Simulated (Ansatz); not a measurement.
# G0W0 on several functionals: Cs2InAgCl6 (Fm-3m)

Aim: G0W0 for Cs2InAgCl6 (Fm-3m) on several starting functionals, at one mesh, band count and screening cutoff.

Calculated with Ansatz 0.2.0; G0W0 on several functionals, plane waves, PAW.

Most raw output is cut from this account.

In doubt: one-shot GW on d or f shells is unsure, so the values of those runs are not to be relied on; masses and optical values from hybrid runs of this build are listed as unsure (steps 3, 4), which bears on the screening that GW takes from such a start.

## 1. Set-up

Symmetry: Fm-3m, No. 225, cubic system. Conventional cell: a = 10.469 Å, b = 10.469 Å, c = 10.469 Å, α = 90.00°, β = 90.00°, γ = 90.00°. Nearest to Cs lie 12 Cl at 3.70 Å. Nearest to In lie 6 Cl at 2.51 Å. Nearest to Ag lie 6 Cl at 2.72 Å. Cl has 1 In at 2.51 Å and 1 Ag at 2.72 Å and 4 Cs at 3.70 Å nearest. Farther neighbours and most contacts between anions are not listed.

The cell and positions come from the Crystallography Open Database and are kept as given unless a step says otherwise. Spin-orbit coupling is left out unless a step names it. The default PAW set here is soft_2. Its files were made with PBE.

## 2. G0W0 on LDA

Now the one-shot GW correction: screening in the RPA, then the self-energy of the levels asked for.

This step: G0W0 on LDA, plane waves, PAW.

Input file input.yaml:

```yaml
crystal:
  lattice:
    - [0.0, 5.2345, 5.2345]
    - [5.2345, 0.0, 5.2345]
    - [5.2345, 5.2345, 0.0]
  atoms:
    - { symbol: Cs, position: [0.25, 0.25, 0.25] }
    - { symbol: Cs, position: [0.75, 0.75, 0.75] }
    - { symbol: In, position: [0.0, 0.0, 0.0] }
    - { symbol: Ag, position: [0.5, 0.5, 0.5] }
    - { symbol: Cl, position: [0.76021, 0.23979, 0.23979] }
    - { symbol: Cl, position: [0.23979, 0.76021, 0.23979] }
    - { symbol: Cl, position: [0.23979, 0.76021, 0.76021] }
    - { symbol: Cl, position: [0.76021, 0.23979, 0.76021] }
    - { symbol: Cl, position: [0.23979, 0.23979, 0.76021] }
    - { symbol: Cl, position: [0.76021, 0.76021, 0.23979] }
kpoints:
  mp_grid: { grid: [2, 2, 2] }
hamiltonian:
  xc: lda
scf:
  occupations: { method: fixed }
gw:
  n_empty_bands: 1078
  ecut_chi: 140.0
  qp_bands: [v3, c3]
  qp_kpoints: band_edges
  screening: { model: contour_deformation }
```

On the command line:

```
> ansatz run input.yaml --threads 3 --pin off --max-ram 92160MiB --backend cuda --events-out ev --progress --plain --runs-dir out --devices 1 --max-vram 13GiB  # rebuilt from the run's record
```

Wall time 15 s (1 × NVIDIA H100 80GB HBM3 (shared by 6 runs) with 3 threads of AMD EPYC 7R13 (Zen 3), shared host); peak memory 2.2 GiB; 23 s of CPU time.

Numbers from this step:

```yaml
bands_summed: 1124
rpa_eps_infinity_on_this_mesh_eigenvalues: 4.290, 4.290, 4.290
plane_waves_in_the_screening_matrix: 1067
q_points_in_the_mesh: 8
g0w0_gap_on_the_mesh: 2.563 eV
k_of_the_valence_top: 0, -0.5, -0.5
k_of_the_conduction_bottom: 0, 0, 0
starting_gap_on_the_mesh: 0.8817 eV
z_at_the_valence_top: 0.7442
z_at_the_conduction_bottom: 0.7918
least_direct_g0w0_gap_on_the_computed_points: 2.564 eV
```

The gap on the mesh goes from 0.88 eV to 2.56 eV, a correction of +1.68 eV. Between the two edge states, bare exchange in place of the xc potential would open the gap by 9.07 eV, and correlation takes back 7.39 eV.

## 3. G0W0 on HSE06

One-shot GW remembers its start. Another functional's orbitals and levels show by how much.

This step: G0W0 on HSE06, plane waves, PAW.

Changes to input.yaml since step 2:

```diff
@@ -19,3 +19,3 @@
 hamiltonian:
-  xc: lda
+  xc: hse06
 scf:
```

Run time: 86 s. Hardware: 1 × NVIDIA H100 80GB HBM3 (shared by 6 runs) with 3 threads; peak memory 2.4 GiB.

Numbers from this step:

- bands summed: 1124
- RPA ε∞ on this mesh (eigenvalues): 2.975, 2.975, 2.975
- plane waves in the screening matrix: 1067
- q-points in the mesh: 8
- G0W0 gap on the mesh: 3.532 eV
- k of the valence top: 0, -0.5, -0.5
- k of the conduction bottom: 0, 0, 0
- starting gap on the mesh: 2.578 eV
- Z at the valence top: 0.7997
- Z at the conduction bottom: 0.8383
- least direct G0W0 gap on the computed points: 3.533 eV

Against the run with 2×2×2 mesh, 1078 empty bands, screening to 140 eV on LDA, the gap moves by +0.97 eV, while the start moved by +1.70 eV.

## 4. G0W0 on PBE0

This step: G0W0 on PBE0, plane waves, PAW.

Changes to input.yaml since step 3:

```diff
@@ -19,3 +19,3 @@
 hamiltonian:
-  xc: hse06
+  xc: pbe0
 scf:
```

Run time: 99 s. Hardware: 1 × NVIDIA H100 80GB HBM3 (shared by 6 runs) with 3 threads; peak memory 2.3 GiB.

This step gave:

* bands summed: 1124
* RPA ε∞ on this mesh (eigenvalues): 2.812, 2.812, 2.812
* plane waves in the screening matrix: 1067
* G0W0 gap on the mesh: 3.763 eV
* k of the valence top: 0, -0.5, -0.5
* k of the conduction bottom: 0, 0, 0
* starting gap on the mesh: 3.297 eV
* least direct G0W0 gap on the computed points: 3.764 eV

Against the run with 2×2×2 mesh, 1078 empty bands, screening to 140 eV on HSE06, the gap moves by +0.23 eV, while the start moved by +0.72 eV.

## 5. Side by side

All on the 2×2×2 mesh with 1078 empty bands and screening to 140 eV. Times are wall times on 1 × NVIDIA H100 80GB HBM3 (shared by 6 runs) with 3 threads of AMD EPYC 7R13 (Zen 3), shared host, good to a factor of about two.

| start | starting gap (eV) | shift (eV) | G0W0 gap (eV) | RPA ε∞ (harmonic mean) | Z (valence, conduction) | time |
| --- | --- | --- | --- | --- | --- | --- |
| LDA | 0.88 | +1.68 | 2.56 | 4.29 | 0.74, 0.79 | 15 s |
| HSE06 | 2.58 | +0.95 | 3.53 | 2.97 | 0.80, 0.84 | 86 s |
| PBE0 | 3.30 | +0.47 | 3.76 | 2.81 | 0.81, 0.85 | 99 s |

The parts of the quasiparticle energy at the two band edges (eV; QP = start + Σx + Σc − Vxc):

| run | edge | start | Σx | Σc | Vxc | Z | QP |
| --- | --- | --- | --- | --- | --- | --- | --- |
| LDA | valence top | 3.88 | -28.46 | 3.46 | -24.17 | 0.74 | 3.05 |
| LDA | conduction bottom | 4.76 | -10.04 | -3.93 | -14.82 | 0.79 | 5.61 |
| HSE06 | valence top | 3.23 | -27.89 | 2.89 | -24.50 | 0.80 | 2.73 |
| HSE06 | conduction bottom | 5.81 | -9.50 | -3.69 | -13.65 | 0.84 | 6.26 |
| PBE0 | valence top | 2.84 | -27.87 | 2.76 | -24.85 | 0.81 | 2.59 |
| PBE0 | conduction bottom | 6.14 | -9.49 | -3.61 | -13.30 | 0.85 | 6.35 |

For a hybrid start, Vxc holds its share of exact exchange.

## 6. Results

- G0W0@LDA: 2.56 eV (start 0.88 eV)
- G0W0@HSE06: 3.53 eV (start 2.58 eV)
- G0W0@PBE0: 3.76 eV (start 3.30 eV)
- known limits: not at the basis limit; d shell near the gap, gap tends to lie low; no spin-orbit coupling; coarse k mesh

The starting gaps span 2.41 eV and the G0W0 gaps 1.20 eV. Between LDA and PBE0, 1.20 eV of the 2.41 eV survives, 50 %. PBE0 screens less than LDA (ε∞ 2.81 against 4.29). Of the 1.20 eV by which its G0W0 gap is higher, the correlation part gives +1.03 eV, and exchange with the one-particle terms, which follow the orbitals, +0.17 eV. The smallest correction, +0.47 eV, is on PBE0, the start nearest to reproducing itself. Bands and cutoff are finite, so the gap is not at the basis limit. The miss can reach some tenths of an eV and take either sign; the mesh is an error of its own. The 2×2×2 mesh is coarse for this cell (its supercell is 15 Å along the shortest edge). The RPA ε∞ on it, from the LDA start, is 4.29; such meshes misread the long-range screening, most where the gap is narrow. The program warns that the mesh is coarse for exact exchange, which bears on the hybrid start's gap. A d shell, filled or nearly so, lies near the gap. One-shot GW converges very slowly in bands there, not always from below, and on a semilocal start the gap tends to come out low; starts rich in exact exchange can overshoot instead. The many-body steps are scalar-relativistic: spin-orbit coupling is not in them.

[Paths, hosts, dates, memory and timing lines, banners, echoed tables and standing remarks are left out of the program output.]

[Logs are printed without paths, hosts, clocks, repeated set-up lines and the standing remarks that a program may print on its own settings, such as how far it seeks lower states.]

[Runs of the session that timed out or met a known fault of the program may be left out.]

[Cells called generated may have been cut or substituted from an entry of the Crystallography Open Database or the Materials Project.]

[Hosts, paths, dates, database ids (printed as entryN), source tags and the programs' standing remarks are cut or masked in the printed files.]
